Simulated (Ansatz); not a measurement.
# (BAs)3(BeS)1 [001] superlattice, started as zinc blende: phonons and vibrational spectra, part 2 of 2

Task: relax (BAs)3(BeS)1 [001] superlattice, started as zinc blende, then find its harmonic phonons.

Ansatz 0.2.0; DFT PBEsol, scalar-relativistic, plane waves, PAW.

So far: The starting structure; Coarse relaxation; Bringing the structure to rest. The relaxed cell has a, b, c = 3.376, 3.379, 9.621 Å (conventional setting).

The structure was built from a prototype and need not be the compound's stable phase.

## 4. Relaxing to small forces for the phonons

Phonons need a cell at rest on their own settings, so the relaxation is repeated with tight tolerances on forces and stress on the k mesh and occupations of the first response run.

File input.yaml:

```yaml
crystal:
  lattice:
    - [2.3870690505, 2.3870690505, 0.0]
    - [-2.389600306, 2.389600306, 0.0]
    - [0.0, 0.0, 9.6213136991]
  atoms:
    - { symbol: As, position: [0.5, 0.0, 0.1242550283] }
    - { symbol: As, position: [0.0, 0.5, 0.3716264842] }
    - { symbol: As, position: [0.5, 0.0, 0.6182848446] }
    - { symbol: B, position: [0.0, 0.0, 0.0010568353] }
    - { symbol: B, position: [0.5, 0.5, 0.2473435784] }
    - { symbol: B, position: [0.0, 0.0, 0.4954499869] }
    - { symbol: Be, position: [0.5, 0.5, 0.755881965] }
    - { symbol: S, position: [0.0, 0.5, 0.8861012773] }
kpoints:
  mp_grid: { grid: [12, 12, 4] }
hamiltonian:
  xc: pbesol
scf:
  occupations: { method: methfessel_paxton, width: 0.2 }
output:
  forces: true
  stress: true
  eigenvalues: true
  write_density: true
  write_potential: true
  elf: true
  volumetric_format: npy
relax:
  adjacent_minimum: "off"
  f_tol: 0.001
  max_steps: 60
  cell: { stress_tol: 0.01 }
```

Started as:

```bash
ansatz run input.yaml --threads 8 --pin off --max-ram 14336MiB --backend cpu --events-out ev --progress --plain --runs-dir out
```

Numbers of over 12 decimals in the logs are rounded to 6 here.

The program printed:

```text
[...]
Crystal: 8 atoms, lattice volume = 109.763 Å³
Basis set: ecut = 420 eV, 2121 PW (Γ), exchange–correlation on 48×48×144 points (8 copies of the dense FFT grid, shifted against one another)
Bands: 39, of which v1, the nominal top of the filled ones, is band 31 counted from 1 (30 counted from 0)
Symmetry: 4 space group operations
[...]
- [-2.389881, 2.389881, 0]
    - [-1.628525592194076e-19, 0, 9.620007]
  atoms:
    - { symbol: As, position: [0.5, 0, 0.124295] }
    - { symbol: As, position: [0, 0.500000, 0.371679] }
    - { symbol: As, position: [0.5, 0, 0.618337] }
    - { symbol: B, position: [0, 0, 0.00115475] }
    - { symbol: B, position: [0.500000, 0.5, 0.247375] }
    - { symbol: B, position: [0, 0, 0.495454] }
    - { symbol: Be, position: [0.500000, 0.5, 0.755709] }
    - { symbol: S, position: [0, 0.500000, 0.885996] }
[key lines of the parts left out:]
SCF converged after 8 iterations
Free energy (F): -15873.348192 eV
Fermi energy:    10.599664 eV
P = ⅓ Tr σ = -0.0007 GPa (-0.007 kbar)
```

It took 25 s on 8 threads of Intel Xeon Platinum 8488C (Sapphire Rapids), shared host; peak memory 0.93 GiB.

Little changed from the start: no atom moved by 0.005 Å and no cell edge by 0.1 %.

This step gave:

| Item | Value |
| --- | --- |
| pressure | -7.08e-4 GPa |

Electrostatic potential energy in the ac plane at fractional y = 0.500, with atoms of As and B and Be and S within 0.2 Å of it. With pseudopotentials it is smooth inside the atoms' cores, unlike the true potential.

Ten even steps from '0' (-32 eV) to '9' (14 eV), each cell a mean:
```
45678999999998765
00036899999986300
22015789999875102
00136888778886310
45677753223577765
88988630000368898
99998752112578999
99999887777889999
99999999999999999
99999999999999999
99999999999999999
99999999999999999
66778999999998776
77656899999986567
99965789999875699
99855788888875589
66567764224677656
77888620000268887
99998730000378999
99999876556789999
99999999889999999
99999999999999999
99999999999999999
88999999999999998
```
Columns run along a (3.4 Å; values clipped at the 3rd and 97th percentile), rows up along c (9.6 Å). Atoms in or near the plane, at fractional coordinates: As at (0.00, 0.37), B at (0.50, 0.25), Be at (0.50, 0.76), S at (0.00, 0.89).

ELF in the ac plane at fractional y = 0.500, with atoms of As and B and Be and S within 0.2 Å of it. It is the smooth field of the valence electrons, not physical close to the nuclei.

Values, 24 rows by 14 columns, each cell a mean:
```
0.76 0.75 0.70 0.59 0.39 0.17 0.06 0.03 0.07 0.21 0.44 0.61 0.71 0.75
0.39 0.52 0.71 0.78 0.71 0.45 0.18 0.10 0.21 0.53 0.73 0.77 0.68 0.49
0.03 0.25 0.69 0.87 0.86 0.68 0.35 0.21 0.39 0.74 0.87 0.86 0.64 0.17
0.47 0.69 0.89 0.94 0.91 0.75 0.40 0.25 0.45 0.81 0.92 0.93 0.87 0.64
0.83 0.86 0.89 0.89 0.81 0.50 0.15 0.06 0.18 0.60 0.84 0.89 0.89 0.86
0.61 0.61 0.59 0.53 0.34 0.08 0.01 0.00 0.01 0.12 0.38 0.54 0.60 0.61
0.16 0.16 0.17 0.18 0.16 0.11 0.08 0.07 0.08 0.12 0.17 0.18 0.17 0.16
0.03 0.05 0.09 0.17 0.28 0.37 0.41 0.42 0.41 0.35 0.26 0.16 0.08 0.04
0.02 0.03 0.07 0.14 0.25 0.36 0.43 0.45 0.42 0.34 0.23 0.13 0.06 0.03
0.02 0.03 0.04 0.07 0.13 0.20 0.24 0.26 0.24 0.18 0.12 0.07 0.04 0.03
0.08 0.07 0.06 0.05 0.06 0.08 0.10 0.10 0.09 0.07 0.06 0.05 0.06 0.07
0.34 0.31 0.23 0.14 0.08 0.05 0.04 0.04 0.04 0.05 0.09 0.16 0.25 0.32
0.57 0.55 0.49 0.38 0.23 0.10 0.04 0.03 0.05 0.12 0.26 0.40 0.50 0.56
0.40 0.46 0.53 0.52 0.41 0.25 0.13 0.09 0.14 0.29 0.43 0.52 0.52 0.45
0.19 0.21 0.39 0.56 0.57 0.50 0.37 0.31 0.39 0.53 0.58 0.54 0.36 0.19
0.20 0.26 0.47 0.67 0.76 0.76 0.65 0.59 0.67 0.77 0.75 0.65 0.43 0.23
0.48 0.55 0.69 0.82 0.88 0.81 0.57 0.44 0.61 0.85 0.88 0.80 0.67 0.53
0.52 0.59 0.71 0.80 0.78 0.50 0.14 0.04 0.17 0.60 0.80 0.79 0.69 0.57
0.27 0.33 0.44 0.54 0.54 0.36 0.17 0.11 0.18 0.41 0.55 0.52 0.42 0.31
0.06 0.09 0.17 0.29 0.42 0.51 0.53 0.54 0.53 0.49 0.40 0.27 0.16 0.08
0.02 0.03 0.06 0.14 0.26 0.40 0.48 0.51 0.47 0.37 0.24 0.13 0.06 0.03
0.02 0.02 0.03 0.05 0.10 0.17 0.22 0.23 0.21 0.15 0.09 0.05 0.03 0.02
0.11 0.09 0.07 0.05 0.04 0.05 0.06 0.07 0.06 0.05 0.04 0.05 0.07 0.10
0.51 0.46 0.35 0.21 0.10 0.04 0.03 0.02 0.03 0.05 0.12 0.23 0.37 0.47
```
Columns run along a (3.4 Å), rows up along c (9.6 Å). Atoms in or near the plane, at fractional coordinates: As at (0.00, 0.37), B at (0.50, 0.25), Be at (0.50, 0.76), S at (0.00, 0.89).

Valence density in the ac plane at fractional y = 0.500, with atoms of As and B and Be and S within 0.2 Å of it. It is the smooth field of the valence electrons, not physical close to the nuclei.

Ten steps, logarithmic in the rise over the least value, from '_' (0 e/Å³) to '@' (25 e/Å³), each cell a mean:
```
--::::::....____________....::::::
--------::....________....::------
__::------::....____....::------::
----------::............::--------
----::::::::....____....::::::::--
..............________............
____________............__________
____________............__________
______________........____________
__________________________________
__________________________________
....____________________________..
::::::....________________....::::
****++--::..____________..::--++**
@@@@##++--::....____....::--++##@@
@@%%##==--::::........::::--==##%%
++====--::::::::::::::::::::--====
....::::::::::::::::::::::::::::..
____......::::::::::::::::......__
__________....::::::::....________
____________............__________
__________________________________
__________________________________
......________________________....
```
Columns run along a (3.4 Å), rows up along c (9.6 Å). Atoms in or near the plane, at fractional coordinates: As at (0.00, 0.37), B at (0.50, 0.25), Be at (0.50, 0.76), S at (0.00, 0.89).

The largest force component left is 0.63 meV/Å and the pressure is -0.001 GPa, within the tolerances set. The cell now holds 13.72 Å³/atom.

## 5. Zone-centre response

The zone centre is the only wavevector solved here; it holds the modes that light can see, as far as symmetry allows. No field response is asked, since the mesh shows no gap.

File input.yaml:

```yaml
crystal:
  lattice:
    - [2.3872778115, 2.3872778115, 0.0]
    - [-2.3898812861, 2.3898812861, 0.0]
    - [0.0, 0.0, 9.6200070106]
  atoms:
    - { symbol: As, position: [0.5, 0.0, 0.1242945864] }
    - { symbol: As, position: [0.0, 0.5, 0.3716788933] }
    - { symbol: As, position: [0.5, 0.0, 0.6183371912] }
    - { symbol: B, position: [0.0, 0.0, 0.0011547537] }
    - { symbol: B, position: [0.5, 0.5, 0.2473750137] }
    - { symbol: B, position: [0.0, 0.0, 0.4954544438] }
    - { symbol: Be, position: [0.5, 0.5, 0.7557086567] }
    - { symbol: S, position: [0.0, 0.5, 0.8859964613] }
kpoints:
  mp_grid: { grid: [12, 12, 4] }
hamiltonian:
  xc: pbesol
scf:
  occupations: { method: methfessel_paxton, width: 0.2 }
output:
  eigenvalues: true
phonons:
  method: dfpt
```

The program printed:

```text
zone centre: on kpoints.mp_grid the ground state, and the responses unless they are solved on pairs of k-points, stand on 222 of the mesh's 576 k-points, reduced under 2 symmetry operations, with k and −k counted as one. Each operation leaves every solved displacement unchanged or reverses it
[...]
Crystal: 8 atoms, lattice volume = 109.770 Å³
Basis set: ecut = 420 eV, 2121 PW (Γ), exchange–correlation on 48×48×144 points (8 copies of the dense FFT grid, shifted against one another)
Bands: 39, of which v1, the nominal top of the filled ones, is band 31 counted from 1 (30 counted from 0)
Symmetry: 4 space group operations
k-points: 222 of 576 (irreducible under 2 space group operations, time reversal used)
[...]
SCF iter   1: F=—  HF=-15873.385040 eV  |F-HF|=—  |Δ(HF+E_count)|=         —  Δρ=6.26e-3  dr2=1.99e-1  ethr=1.77e-3  ⟨swp⟩=6.4  Hψ=35795  notcnv=0
[...]
SCF iter  15: F=-15873.348192 eV  HF=-15873.348192 eV  |F-HF|=9.09e-12  |Δ(HF+E_count)|=    0.00e0  S|Δr|=    0.00e0  Δρ=4.63e-8  dr2=8.36e-12  ethr=1.00e-12  ⟨swp⟩=9.8  Hψ=43869  notcnv=0
SCF 1 converged in 15 iterations: F = -15873.348192 eV  dr2 = 8.36e-12
[...]
DFPT response loops at Γ: preconditioner auto → Kerker (q_TF=auto, 2.481 Å⁻¹) (partly filled bands, converged f_vac=0.000); β = 1.00, the filter's whole step (`scf.mixing.beta` (0.50) is not read by the response loops under this deck's `scf.mixing.preconditioner`; to damp them name `kerker` or `kerker_dos`, under which they read `scf.mixing.beta`, and type it under 1.00, their step now; both keys bind the ground state too); Broyden in place of MSR1
SCF converged after 15 iterations
[...]
Free energy (F): -15873.348192 eV
[...]
Internal energy: -15873.346168 eV  (E = F + TS)
E sigma→0 (E₀):  -15873.347686 eV
Entropy (-TS):   -0.002024 eV (-0.253 meV/atom)
Fermi energy:    10.599664 eV
[...]
--- Band table (eV; the first three rows and the last of 222) ---
  k-point 0: bands = [... 27 lower, 8.0083, 9.7294, 9.7766, 10.1957, 10.8446, 11.1518, 11.8010, 12.1114, ... 4 higher]
  k-point 1: bands = [... 27 lower, 8.1618, 9.3288, 9.4743, 10.3078, 10.5155, 11.1027, 11.8853, 12.2407, ... 4 higher]
  k-point 2: bands = [... 27 lower, 8.3441, 8.7279, 9.1338, 10.2265, 10.3596, 11.0579, 11.9592, 12.5011, ... 4 higher]
  k-point 221: bands = [... 27 lower, 5.4922, 5.6479, 6.3793, 6.4395, 12.3368, 12.4276, 12.5064, 12.8033, ... 4 higher]
--- Phonons (Γ-DFPT): 16 representative perturbations + reference, on 222 of 576 k-points (Σ response iterations 52) ---
  k mesh reduced under 2 symmetry operations, with k and −k counted as one. Each operation leaves every solved displacement unchanged or reverses it
  ASR residual: 5.669e-5 → 0.000e0 eV/Å²; symmetrization residual: 1.185e-6 eV/Å²
  ASR residual per site (eV/Å²): 1.63e-5 8.58e-6 1.74e-5 9.78e-6 4.34e-6 4.31e-6 5.67e-5 4.09e-5
  Γ frequencies (cm⁻¹): 0.00 0.00 0.00 109.60 132.20 154.25 165.30 194.35 203.78 211.57 244.73 321.23 425.56 533.86 589.71 613.74 630.29 630.87 644.11 657.14 678.25 683.09 687.02 708.71
  non-analytic LO–TO correction: not included (Born effective charges unavailable; polar crystals: no LO–TO splitting at Γ)
```

The job ended after 2.4 min (8 threads; peak memory 3.4 GiB; 17 min of CPU time).

Reading the cycles: dr2 is the Hartree energy of the density residual (eV), the measure of convergence; HF is the Harris–Foulkes estimate of the energy, which meets the free energy F at convergence.

This step gave:

- sum-rule residual before enforcement: 5.67e-5 eV/Å²
- point group: mm2
- highest optical mode at the zone centre (no LO-TO term): 708.7 cm⁻¹
- lowest optical zone-centre mode: 109.6 cm⁻¹

Patterns of degenerate modes are one choice out of their space. The modes at Γ (shares of kinetic energy by element, %):

| mode | frequency (cm⁻¹) | symmetry | As % | B % | Be % | S % |
| --- | --- | --- | --- | --- | --- | --- |
| 1 | 0.0 | acoustic | 75 | 11 | 3 | 11 |
| 2 | 0.0 | acoustic | 75 | 11 | 3 | 11 |
| 3 | 0.0 | acoustic | 75 | 11 | 3 | 11 |
| 4 | 109.6 | B2 | 86 | 7 | 5 | 2 |
| 5 | 132.2 | B1 | 83 | 10 | 0 | 6 |
| 6 | 154.2 | B2 | 79 | 10 | 1 | 10 |
| 7 | 165.3 | B1 | 70 | 7 | 5 | 17 |
| 8 | 194.3 | B1 | 41 | 3 | 13 | 44 |
| 9 | 203.8 | A1 | 85 | 7 | 0 | 8 |
| 10 | 211.6 | B2 | 28 | 14 | 0 | 57 |
| 11 | 244.7 | A1 | 60 | 4 | 6 | 31 |
| 12 | 321.2 | A1 | 60 | 0 | 3 | 37 |
| 13 | 425.6 | B2 | 2 | 78 | 1 | 19 |
| 14 | 533.9 | B1 | 1 | 4 | 76 | 19 |
| 15 | 589.7 | A1 | 4 | 8 | 82 | 6 |
| 16 | 613.7 | B2 | 9 | 85 | 5 | 0 |
| 17 | 630.3 | B1 | 8 | 91 | 1 | 0 |
| 18 | 630.9 | B2 | 8 | 11 | 80 | 1 |
| 19 | 644.1 | B1 | 10 | 90 | 0 | 1 |
| 20 | 657.1 | B2 | 12 | 84 | 5 | 0 |
| 21 | 678.2 | A1 | 10 | 88 | 0 | 3 |
| 22 | 683.1 | B1 | 11 | 85 | 2 | 2 |
| 23 | 687.0 | A1 | 4 | 86 | 6 | 5 |
| 24 | 708.7 | A1 | 2 | 97 | 0 | 1 |

Displacements in mode 4 (109.6 cm⁻¹), the largest set to 1:
```
As1  0.62 -0.62  0.00
As2  0.18 -0.18  0.00
As3 -1.00  1.00  0.00
B4   0.73 -0.73  0.00
B5   0.51 -0.51  0.00
B6   0.02 -0.02  0.00
Be7 -0.85  0.85  0.00
S8   0.28 -0.28  0.00
```

Displacements in mode 15 (589.7 cm⁻¹), the largest set to 1:
```
As1  0.00  0.00  0.04
As2  0.00  0.00 -0.01
As3  0.00  0.00 -0.07
B4   0.00  0.00 -0.26
B5   0.00  0.00  0.01
B6   0.00  0.00  0.11
Be7  0.00  0.00  1.00
S8   0.00  0.00 -0.14
```

Before it was imposed, the acoustic sum rule was missed by 5.7e-5 eV/Å². Small misses are needed for a sound result but don't prove that mesh and cutoff are converged. The lowest optical mode is real, 110 cm⁻¹.

## 6. Another isotope, element B, natural mass 10.81 amu

An isotope changes the mass and not the force constants, so no new electronic calculation is needed; the shifts show which modes move this element.

The same force constants with the mass of B changed from 10.810 to 10.013 u (phonopy, no LO-TO term). Both lists are sorted by frequency; levels can cross, so a row need not hold one and the same mode. Modes under 3 cm⁻¹ are left out. Isotope shifts, by row:

| q | rank | natural mass (cm⁻¹) | changed mass (cm⁻¹) |
| --- | --- | --- | --- |
| 0 0 0 | 4 | 109.6 | 109.9 |
| 0 0 0 | 5 | 132.2 | 132.7 |
| 0 0 0 | 6 | 154.2 | 154.8 |
| 0 0 0 | 7 | 165.3 | 165.7 |
| 0 0 0 | 8 | 194.3 | 194.5 |
| 0 0 0 | 9 | 203.8 | 204.3 |
| 0 0 0 | 10 | 211.6 | 212.7 |
| 0 0 0 | 11 | 244.7 | 245.1 |
| 0 0 0 | 12 | 321.2 | 321.2 |
| 0 0 0 | 13 | 425.6 | 438.6 |
| 0 0 0 | 14 | 533.9 | 534.6 |
| 0 0 0 | 15 | 589.7 | 591.2 |
| 0 0 0 | 16 | 613.7 | 628.5 |
| 0 0 0 | 17 | 630.3 | 638.7 |
| 0 0 0 | 18 | 630.9 | 652.7 |
| 0 0 0 | 19 | 644.1 | 666.7 |
| 0 0 0 | 20 | 657.1 | 679.2 |
| 0 0 0 | 21 | 678.2 | 701.5 |
| 0 0 0 | 22 | 683.1 | 705.9 |
| 0 0 0 | 23 | 687 | 710.4 |
| 0 0 0 | 24 | 708.7 | 735.6 |

A mode of this element alone would shift by +3.90 %. The highest zone-centre frequency without the field goes from 708.7 to 735.6 cm⁻¹ (+3.8 %). The product of the frequency ratios over all optical modes at Γ is 1.395; the product rule, (m/m′)^(3k/2) (M′/M)^(3/2) with k = 3 such atoms and M the mass of the cell, gives 1.395.

## 7. Another isotope, element S, natural mass 32.06 amu

The same for S, from 32.06 to 33.97 u.

The same force constants with the mass of S changed from 32.060 to 33.968 u (phonopy, no LO-TO term). Both lists are sorted by frequency; levels can cross, so a row need not hold one and the same mode. Modes under 3 cm⁻¹ are left out. Isotope shifts, by row:

| q | rank | natural mass (cm⁻¹) | changed mass (cm⁻¹) |
| --- | --- | --- | --- |
| 0 0 0 | 4 | 109.6 | 109.5 |
| 0 0 0 | 5 | 132.2 | 131.9 |
| 0 0 0 | 6 | 154.2 | 153.8 |
| 0 0 0 | 7 | 165.3 | 164.4 |
| 0 0 0 | 8 | 194.3 | 192 |
| 0 0 0 | 9 | 203.8 | 203.3 |
| 0 0 0 | 10 | 211.6 | 208.1 |
| 0 0 0 | 11 | 244.7 | 242.5 |
| 0 0 0 | 12 | 321.2 | 317.9 |
| 0 0 0 | 13 | 425.6 | 423.3 |
| 0 0 0 | 14 | 533.9 | 531 |
| 0 0 0 | 15 | 589.7 | 588.8 |
| 0 0 0 | 16 | 613.7 | 613.7 |
| 0 0 0 | 17 | 630.3 | 630.2 |
| 0 0 0 | 18 | 630.9 | 630.7 |
| 0 0 0 | 19 | 644.1 | 644 |
| 0 0 0 | 20 | 657.1 | 657.1 |
| 0 0 0 | 21 | 678.2 | 677.7 |
| 0 0 0 | 22 | 683.1 | 682.7 |
| 0 0 0 | 23 | 687 | 686.1 |
| 0 0 0 | 24 | 708.7 | 708.6 |

A mode of this element alone would shift by -2.85 %. The highest zone-centre frequency without the field goes from 708.7 to 708.6 cm⁻¹ (-0.0 %). The product of the frequency ratios over all optical modes at Γ is 0.926; the product rule, (m/m′)^(3k/2) (M′/M)^(3/2) with k = 1 such atoms and M the mass of the cell, gives 0.926.

## 8. Outcome

```yaml
space_group_after_relaxation_within_0p01_a: Pmm2
volume_per_atom: 13.7 Å³
electronic_character: no gap on this mesh
highest_optical_mode_at_the_zone_centre_no_lo_to_term: 709 cm⁻¹
lowest_optical_zone_centre_mode: 110 cm⁻¹
imaginary_modes_at_gamma_the_only_wavevector_solved: none
```

The structure is stable against zone-centre distortions, since no mode there is imaginary; other wavevectors were not solved, so zone-boundary instabilities are untested. The optical modes at Γ span 110 to 709 cm⁻¹. No dispersion was computed. The highest mode in this list at Γ, 708.7 cm⁻¹, is mostly motion of B (97 % of the kinetic energy). With no gap, or one that is small against the smearing, the frequencies hang on the k mesh and the smearing, most of all near Kohn anomalies. A semilocal functional can close a gap that the real compound would have, so the metallic treatment may be an artefact of the level. The starting cell was built on a prototype and not taken from a measurement, so the phase need not exist. These are harmonic frequencies at zero temperature: anharmonic shifts, linewidths and thermal expansion are left out.

[Logs are printed without paths, hosts, clocks, repeated set-up lines and the standing remarks that a program may print on its own settings, such as how far it seeks lower states.]

[Hosts, paths, dates, database ids (printed as entryN), source tags and the programs' standing remarks are cut or masked in the printed files.]
